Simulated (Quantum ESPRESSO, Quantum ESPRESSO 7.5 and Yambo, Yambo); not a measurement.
**A GW chain in Yambo: CdF2 (Fm-3m)**

Wanted: ground state, empty states, screening and self-energy for CdF2 (Fm-3m).

Method: PBE and many-body steps on it, plane waves, in Quantum ESPRESSO 7.5 and Yambo 5.3.0.

This is a report of a sequence of runs, with most program output left out.

## (1) The structure

Symmetry: Fm-3m, No. 225, cubic system. Conventional cell: a = 5.388 Å, b = 5.388 Å, c = 5.388 Å, α = 90.00°, β = 90.00°, γ = 90.00°. Nearest to Cd lie 8 F at 2.33 Å. Nearest to F lie 4 Cd at 2.33 Å. Farther neighbours and most contacts between anions are not listed.

The cell and positions come from the Crystallography Open Database and are kept as given unless a step says otherwise.

## (2) Ground state

This step: Quantum ESPRESSO 7.5; DFT, PBE, plane waves, norm-conserving pseudopotentials.

The ground-state density comes first.

pw.in

```
&control
  calculation = 'scf'
  prefix = 'x'
  outdir = 'o'
  pseudo_dir = 'pseudo'
/
&system
  ibrav = 0
  nat = 3
  ntyp = 2
  ecutwfc = 94.0
  nbnd = 22
  force_symmorphic = .true.
/
&electrons
  conv_thr = 1e-10
  electron_maxstep = 80
  mixing_beta = 0.5
/
ATOMIC_SPECIES
  Cd 112.41 Cd.upf
  F 18.998 F.upf
CELL_PARAMETERS angstrom
  0.0000000000 2.6940000000 2.6940000000
  2.6940000000 0.0000000000 2.6940000000
  2.6940000000 2.6940000000 -0.0000000000
ATOMIC_POSITIONS crystal
  Cd 0.0000000000 0.0000000000 0.0000000000
  F 0.2500000000 0.2500000000 0.2500000000
  F 0.7500000000 0.7500000000 0.7500000000
K_POINTS automatic
  6 6 6 0 0 0
```

Launch:

```
$ OMP_NUM_THREADS=1 mpirun -n 4 pw.x -nk 4 -in pw.in > pw.out
```

Run time: 14 s. Hardware: 4 MPI ranks of Intel Xeon Platinum 8259CL at 2.50GHz (Skylake/Cascade Lake), shared host; peak memory 0.31 GiB; 55 s of CPU time.

Numbers from this step:

```
total energy               : -6114.7323 eV
gap                        : 3.143 eV
k of the valence top       : 0.1667, -0.5, -0.3333
k of the conduction bottom : 0, 0, 0
least direct gap           : 3.619 eV
```

The gap is indirect, with the least direct gap 0.48 eV higher.

## (3) Bands along the symmetry lines

Levels along a band path, at the cheap level, show where the edges lie and whether the meshes to come will hold them.

pw.in

```
&control
  calculation = 'bands'
  prefix = 'x'
  outdir = 'o'
  pseudo_dir = 'pseudo'
/
&system
  ibrav = 0
  nat = 3
  ntyp = 2
  ecutwfc = 94.0
  nbnd = 23
  force_symmorphic = .true.
/
&electrons
  conv_thr = 1e-9
  electron_maxstep = 80
  diago_full_acc = .true.
  diago_thr_init = 5e-6
/
ATOMIC_SPECIES
  Cd 112.41 Cd.upf
  F 18.998 F.upf
CELL_PARAMETERS angstrom
  0.0000000000 2.6940000000 2.6940000000
  2.6940000000 0.0000000000 2.6940000000
  2.6940000000 2.6940000000 -0.0000000000
ATOMIC_POSITIONS crystal
  Cd 0.0000000000 0.0000000000 0.0000000000
  F 0.2500000000 0.2500000000 0.2500000000
  F 0.7500000000 0.7500000000 0.7500000000
K_POINTS crystal
  50
  0.00000000 0.00000000 0.00000000 1
  0.06250000 0.00000000 0.06250000 1
  0.12500000 0.00000000 0.12500000 1
  0.18750000 0.00000000 0.18750000 1
  0.25000000 0.00000000 0.25000000 1
  0.31250000 0.00000000 0.31250000 1
  0.37500000 0.00000000 0.37500000 1
  0.43750000 0.00000000 0.43750000 1
  0.50000000 0.00000000 0.50000000 1
  0.51562500 0.03125000 0.51562500 1
  0.53125000 0.06250000 0.53125000 1
  0.54687500 0.09375000 0.54687500 1
  0.56250000 0.12500000 0.56250000 1
  0.57812500 0.15625000 0.57812500 1
  0.59375000 0.18750000 0.59375000 1
  0.60937500 0.21875000 0.60937500 1
  0.62500000 0.25000000 0.62500000 1
  0.37500000 0.37500000 0.75000000 1
  0.32812500 0.32812500 0.65625000 1
  0.28125000 0.28125000 0.56250000 1
  0.23437500 0.23437500 0.46875000 1
  0.18750000 0.18750000 0.37500000 1
  0.14062500 0.14062500 0.28125000 1
  0.09375000 0.09375000 0.18750000 1
  0.04687500 0.04687500 0.09375000 1
  0.00000000 0.00000000 0.00000000 1
  0.06250000 0.06250000 0.06250000 1
  0.12500000 0.12500000 0.12500000 1
  0.18750000 0.18750000 0.18750000 1
  0.25000000 0.25000000 0.25000000 1
  0.31250000 0.31250000 0.31250000 1
  0.37500000 0.37500000 0.37500000 1
  0.43750000 0.43750000 0.43750000 1
  0.50000000 0.50000000 0.50000000 1
  0.50000000 0.46875000 0.53125000 1
  0.50000000 0.43750000 0.56250000 1
  0.50000000 0.40625000 0.59375000 1
  0.50000000 0.37500000 0.62500000 1
  0.50000000 0.34375000 0.65625000 1
  0.50000000 0.31250000 0.68750000 1
  0.50000000 0.28125000 0.71875000 1
  0.50000000 0.25000000 0.75000000 1
  0.50000000 0.21875000 0.71875000 1
  0.50000000 0.18750000 0.68750000 1
  0.50000000 0.15625000 0.65625000 1
  0.50000000 0.12500000 0.62500000 1
  0.50000000 0.09375000 0.59375000 1
  0.50000000 0.06250000 0.56250000 1
  0.50000000 0.03125000 0.53125000 1
  0.50000000 0.00000000 0.50000000 1
```

Wall time 10 s (4 MPI ranks); peak memory 0.27 GiB; 41 s of CPU time.

Numbers from this step:

```
gap                        : 3.124 eV
k of the valence top       : 0.5, 0.25, 0.75
k of the conduction bottom : 0, 0, 0
least direct gap           : 3.619 eV
```

The gap is 3.124 eV, −0.019 eV from the run before at this level.

Electronic bands along the path, in eV, zero at the top of the highest filled band:

```csv
point,band 14,band 15,band 16,band 17,band 18,band 19,band 20,band 21
Γ,-0.97,-0.50,-0.50,-0.50,3.12,12.74,12.74,12.74
halfway,-1.83,-0.50,-0.31,-0.31,5.33,10.70,13.59,13.59
X,-2.94,-0.51,-0.09,-0.09,8.04,9.71,11.96,14.30
halfway,-2.67,-0.56,-0.23,-0.12,8.05,10.01,11.76,14.25
U,-2.30,-0.95,-0.35,-0.20,7.99,10.79,11.16,14.50
jump to K,-2.30,-0.95,-0.35,-0.20,7.99,10.79,11.16,14.50
halfway,-1.42,-1.14,-0.44,-0.41,5.62,10.69,13.12,14.00
Γ,-0.97,-0.50,-0.50,-0.50,3.12,12.74,12.74,12.74
halfway,-1.36,-1.12,-0.45,-0.45,4.99,10.84,13.56,13.56
L,-1.83,-1.83,-0.39,-0.39,7.20,9.18,14.53,14.53
halfway,-1.85,-1.49,-0.47,-0.24,7.58,9.86,12.99,13.97
W,-1.52,-1.52,-0.60,0.00,8.10,11.53,11.72,11.72
halfway,-2.48,-0.56,-0.53,-0.04,8.07,10.29,11.71,13.39
X,-2.94,-0.51,-0.09,-0.09,8.04,9.71,11.96,14.30
```

## (4) Empty states on the mesh, 4×4×4 mesh, 141 bands

The sums over transitions need many empty states on a uniform mesh; this step solves for them.

pw.in

```
&control
  calculation = 'nscf'
  prefix = 'x'
  outdir = 'o'
  pseudo_dir = 'pseudo'
/
&system
  ibrav = 0
  nat = 3
  ntyp = 2
  ecutwfc = 94.0
  nbnd = 141
  force_symmorphic = .true.
/
&electrons
  conv_thr = 1e-9
  electron_maxstep = 80
  diago_full_acc = .true.
  diago_thr_init = 5e-6
/
ATOMIC_SPECIES
  Cd 112.41 Cd.upf
  F 18.998 F.upf
CELL_PARAMETERS angstrom
  0.0000000000 2.6940000000 2.6940000000
  2.6940000000 0.0000000000 2.6940000000
  2.6940000000 2.6940000000 -0.0000000000
ATOMIC_POSITIONS crystal
  Cd 0.0000000000 0.0000000000 0.0000000000
  F 0.2500000000 0.2500000000 0.2500000000
  F 0.7500000000 0.7500000000 0.7500000000
K_POINTS automatic
  4 4 4 0 0 0
```

The job ended after 16 s (4 MPI ranks; peak memory 0.43 GiB; 62 s of CPU time).

Numbers from this step:

| Property | Result |
| --- | --- |
| gap | 3.124 eV |
| k of the valence top | 0.25, -0.5, -0.25 |
| k of the conduction bottom | 0, 0, 0 |
| least direct gap | 3.619 eV |
| k points computed | 8 |
| lowest point of the top converged band, above the valence top | 119.0349 eV |

On this mesh the gap is 3.124 eV.

## (5) Conversion and set-up

This step: Yambo 5.3.0; conversion and set-up on PBE, plane waves, norm-conserving pseudopotentials.

The states are converted to the many-body program's format and the q mesh is built.

Launch:

```
$ (cd o/x.save; p2y > p2y.log; mv SAVE ../..); yambo > setup.log
```

It took 5 s on 1 MPI rank; peak memory 0.25 GiB.

## (6) Screening and self-energy, 4×4×4 mesh, 141 bands, screening to 204.1 eV

G0W0 replaces the xc potential by the self-energy, built once from these orbitals. Only a window of levels is corrected, while the sums run over the empty bands that the input names.

This step: G0W0 on PBE, plane waves, norm-conserving pseudopotentials.

gw1.in

```
HF_and_locXC
gw0
dyson
ppa
em1d
rim_cut
RandQpts= 1000000
RandGvec= 1 RL
EXXRLvcs= 94 Ry
VXCRLvcs= 376 Ry
Chimod= "HARTREE"
% BndsRnXp
 1 | 141 |
%
NGsBlkXp= 15 Ry
% LongDrXp
 1 | 1 | 1 |
%
% GbndRnge
 1 | 141 |
%
DysSolver= "n"
ExtendOut
PPAPntXp= 27.21138 eV
% QPkrange
 8 | 8 | 16 | 19 |
 1 | 1 | 16 | 19 |
%
```

Launch:

```
$ OMP_NUM_THREADS=1 mpirun -n 4 yambo -F gw1.in -J gw1 -C gw1 > gw1.log
```

Wall time 6.3 min (4 MPI ranks); peak memory 1.8 GiB.

This step gave:

```yaml
g0w0_gap_on_the_points_computed: 5.343 eV
starting_gap_on_the_mesh: 3.124 eV
k_of_the_valence_top: 0.25, -0.5, -0.25
k_of_the_conduction_bottom: 0, 0, 0
least_direct_g0w0_gap_on_the_computed_points: 6.106 eV
z_at_the_valence_top: 0.7954
z_at_the_conduction_bottom: 0.8693
```

The gap on the mesh goes from 3.12 eV to 5.34 eV, a correction of +2.22 eV.

Limits: finite bands, cutoff and mesh; d shell near the gap, gap tends to lie low; no spin-orbit coupling; coarse k mesh. v1 is the top filled band, c1 the lowest empty one. Levels before and after the correction, in eV, zero at the valence-band top of each column:

```csv
,conduction bottom,valence top
Kohn-Sham,3.12,0.00
G0W0,5.34,0.00
```

```csv
,level,energy (eV)
Kohn-Sham,Γ v2-v1,-0.495
Kohn-Sham,Γ c1,3.124
Kohn-Sham,Γ c2,12.741
Kohn-Sham,(0.25 -0.5 -0.25) v2,-0.599
Kohn-Sham,(0.25 -0.5 -0.25) v1,0.000
Kohn-Sham,(0.25 -0.5 -0.25) c1,8.101
Kohn-Sham,(0.25 -0.5 -0.25) c2,11.529
G0W0,Γ v2-v1,-0.762
G0W0,Γ c1,5.343
G0W0,Γ c2,15.161
G0W0,(0.25 -0.5 -0.25) v2,-0.621
G0W0,(0.25 -0.5 -0.25) v1,0.000
G0W0,(0.25 -0.5 -0.25) c1,11.326
G0W0,(0.25 -0.5 -0.25) c2,13.808
```

## (7) Where the time went

Times are wall times on the hardware named with each run, good to a factor of about two.

```csv
step,time,share,memory (GiB)
ground state,14 s,3 %,0.31
bands along the symmetry lines,10 s,2 %,0.27
empty states on the mesh,16 s,4 %,0.43
conversion and set-up,5 s,1 %,0.25
screening and self-energy,6.3 min,89 %,1.8
```

## (8) What came out

```yaml
pbe_gap: 3.12 eV, indirect
g0w0_gap_on_the_mesh: 5.34 eV
gw_settings: 4×4×4 mesh, 141 bands, screening to 204.1 eV, Godby-Needs plasmon pole
known_limits: not at the basis limit; d shell near the gap, gap tends to lie low; no spin-orbit coupling; coarse k mesh
```

**Reading.** G0W0 moves the gap on the mesh from 3.12 eV to 5.34 eV (+2.22 eV), with Z of 0.80 and 0.87 at the edges. Only 2 of the mesh's irreducible points were corrected, so a valley elsewhere could overtake. The dearest step here is «screening and self-energy». Bands and cutoff are finite, so the gap is not at the basis limit. The miss can reach some tenths of an eV and take either sign; the mesh is an error of its own. In the G0W0 run levels were corrected at 2 k points alone, so a gap called «on the mesh» is the least over those, and an edge elsewhere would be missed. The 4×4×4 mesh is coarse for this cell, which bears on the long-range parts of exchange and screening. A d shell, filled or nearly so, lies near the gap. One-shot GW converges very slowly in bands there, not always from below, and on a semilocal start the gap tends to come out low; starts rich in exact exchange can overshoot instead. The many-body steps are scalar-relativistic: spin-orbit coupling is not in them.

[Paths, hosts, dates, memory and timing lines, banners, echoed tables and standing remarks are left out of the program output.]

[Logs are printed without paths, hosts, clocks, repeated set-up lines and the standing remarks that a program may print on its own settings, such as how far it seeks lower states.]

[Runs of the session that timed out or met a known fault of the program may be left out.]

[Hosts, paths, dates, database ids (printed as entryN), source tags and the programs' standing remarks are cut or masked in the printed files.]
